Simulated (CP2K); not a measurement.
Two runs for the N K edge of formamide dimer. Run A: CP2K XAS_TDP, all-electron GAPW, PBEh(45%), aug-cc-pVDZ, TDA, no relativity. Run B differs in one setting.

First lines with a strength over 0.0015. A:

```csv
atom,energy (eV),states,"strength, one atom"
"N1 (bonded to C and 2 H, gives 1 H bond)",397.26,1,0.0244
,398.37,1,0.0145
,400.22,1,0.0017
,400.59,1,0.0053
,400.79,1,0.0025
"N4 (bonded to C and 2 H, gives 1 H bond)",397.26,1,0.0244
,398.37,1,0.0145
,400.22,1,0.0017
,400.59,1,0.0053
,400.79,1,0.0025
```

B:

```
                                    atom  energy (eV)  states  strength, one atom
N1 (bonded to C and 2 H, gives 1 H bond)       397.45       1              0.0237
                                               399.21       1              0.0264
                                               401.98       1              0.0080
                                               402.85       1              0.0251
                                               402.88       1              0.0067
N4 (bonded to C and 2 H, gives 1 H bond)       397.45       1              0.0237
                                               399.21       1              0.0264
                                               401.98       1              0.0080
                                               402.85       1              0.0251
                                               402.88       1              0.0067
```

Question: Which was it: the basis, scalar relativity switched on, GW2X switched on, the functional?

The basis (basis from aug-cc-pVDZ to 6-31G*; the lines alone don't name the new value). A basis moves diffuse and continuum lines far more than the leading valence line. Against PBEh(45%) in aug-cc-pVDZ, the leading lines move by +0.19 eV (N1, to 397.45) and +0.19 eV (N4, to 397.45). The next line of N1 over the strength cut lies 1.76 eV higher, against 1.11.

[Banner, clock and machine lines of the logs are left out without a mark of their own.]

[Logs are printed without paths, hosts, clocks, repeated set-up lines and the standing remarks that a program may print on its own settings, such as how far it seeks lower states.]

[Hosts, paths, dates, database ids (printed as entryN), source tags and the programs' standing remarks are cut or masked in the printed files.]
